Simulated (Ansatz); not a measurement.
Computed results, one entry a study.

```json
{"subject": "Ge2SeN2 (Cmc2_1): band gap by G0W0 on HSE06", "lattice_ang": [[5.639, -2.9515, 0.0], [5.639, 2.9515, 0.0], [0.0, 0.0, 5.1832]], "atoms": [["Ge", 0.3338, 0.034, 0.3337], ["Ge", 0.966, 0.6662, 0.3337], ["Ge", 0.6662, 0.966, 0.8337], ["Ge", 0.034, 0.3338, 0.8337], ["Se", 0.2898, 0.7102, 0.174], ["Se", 0.7102, 0.2898, 0.674], ["N", 0.3467, 0.0906, 0.6813], ["N", 0.9094, 0.6533, 0.6813], ["N", 0.6533, 0.9094, 0.1813], ["N", 0.0906, 0.3467, 0.1813]], "method": "G0W0 on HSE06, plane waves, PAW; PAW set soft_1 (and 1 further level or step)", "program": "Ansatz 0.2.0", "settings_of_one_run": "cutoff 420 eV, 4×4×4 k-mesh, PAW set soft 1, empty bands 946, screening cutoff 180 eV, screening contour deformation, QP bands (v3, c3)", "cost": "2 runs, 10 min in all on 1 × NVIDIA H100 80GB HBM3 (shared by 6 runs) with 2 threads of AMD EPYC 7R13 (Zen 3), shared host (the runs of this entry)", "notes": "In doubt: masses and optical values from hybrid runs of this build are listed as unsure (in some of the runs), which bears on the screening that GW takes from such a start. The cell and positions are those that the Materials Project relaxed with its own functionals (PBE, PBE+U or r2SCAN), kept fixed. Limits: no spin-orbit coupling. Two runs of this series at another level, not shown as steps, test spin-orbit coupling. PBE+SOC against PBE: 1.626 − 1.693 = −0.067 eV. Mesh, set of files and cutoff are the same, but the valence top lies at another k point, so this need not be the shift of one pair of states. The spin-orbit run sees mesh and listed points alone, so its gap is an upper bound: the coupling can move an edge off these points, the more so as this crystal has no centre of inversion, and the change over the zone, its sign included where it is small, is not known.", "results": {"hse06_gap_over_mesh_and_listed_points": "2.745 eV, from k = (0.250, -0.500, 0.250) to k = Γ", "g0w0_hse06_gap_over_20_of_21_irreducible_mesh_points": "3.526 eV, from k = (0.000, -0.500, 0.000) to k = Γ", "gw_settings": "4×4×4 mesh, 946 empty bands, screening to 180 eV, PAW set soft_1 files", "known_limits": "finite bands, screening cutoff and k mesh; no spin-orbit coupling in G0W0"}}
```

[Paths, hosts, dates, memory and timing lines, banners, echoed tables and standing remarks are left out of the program output.]

[Logs are printed without paths, hosts, clocks, repeated set-up lines and the standing remarks that a program may print on its own settings, such as how far it seeks lower states.]

[Runs of the session that timed out or met a known fault of the program may be left out.]

[Cells called generated may have been cut or substituted from an entry of the Crystallography Open Database or the Materials Project.]

[Hosts, paths, dates, database ids (printed as entryN), source tags and the programs' standing remarks are cut or masked in the printed files.]
